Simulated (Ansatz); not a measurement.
Planning a run of Ansatz 0.2.0 on CsCu2I3 (Cmcm). The input:

```yaml
crystal:
  lattice:
    - [5.27395, -6.58625, 0.0]
    - [5.27395, 6.58625, 0.0]
    - [0.0, 0.0, 6.09718]
  atoms:
    - { symbol: Cs, position: [0.3278, 0.6722, 0.25] }
    - { symbol: Cs, position: [0.6722, 0.3278, 0.75] }
    - { symbol: Cu, position: [0.851, 0.851, 0.0] }
    - { symbol: Cu, position: [0.149, 0.149, 0.5] }
    - { symbol: Cu, position: [0.149, 0.149, 0.0] }
    - { symbol: Cu, position: [0.851, 0.851, 0.5] }
    - { symbol: I, position: [0.8796, 0.1204, 0.25] }
    - { symbol: I, position: [0.1204, 0.8796, 0.75] }
    - { symbol: I, position: [0.836, 0.598, 0.25] }
    - { symbol: I, position: [0.164, 0.402, 0.75] }
    - { symbol: I, position: [0.598, 0.836, 0.75] }
    - { symbol: I, position: [0.402, 0.164, 0.25] }
kpoints:
  mp_grid: { grid: [4, 4, 4] }
hamiltonian:
  xc: r2scan
  pseudopotentials: { kind: paw, azcp: { folder: soft_1 } }
scf:
  occupations: { method: fixed }
  n_extra_bands: 158
output:
  optics: { e_range: [0, 15], de: 0.05, sigma: 0.15, scissors: 0.856 }
```

```sh
ansatz run input.yaml --threads 24 --pin off --max-ram 82944MiB --backend cuda --events-out ev --progress --plain --runs-dir out --devices 1 --max-vram 78GiB
```

**Question.** Estimate wall time and host memory on 1 × NVIDIA GB200 (shared by 2 runs) with 24 threads of Arm Neoverse V2, shared host.

It took 24 s; on shared hardware allow 12 s to 48 s. Peak host memory was 8.5 GiB.

[Paths, hosts, dates, memory and timing lines, banners, echoed tables and standing remarks are left out of the program output.]

[Logs are printed without paths, hosts, clocks, repeated set-up lines and the standing remarks that a program may print on its own settings, such as how far it seeks lower states.]

[Runs of the session that timed out or met a known fault of the program may be left out.]

[Cells called generated may have been cut or substituted from an entry of the Crystallography Open Database or the Materials Project.]

[Hosts, paths, dates, database ids (printed as entryN), source tags and the programs' standing remarks are cut or masked in the printed files.]
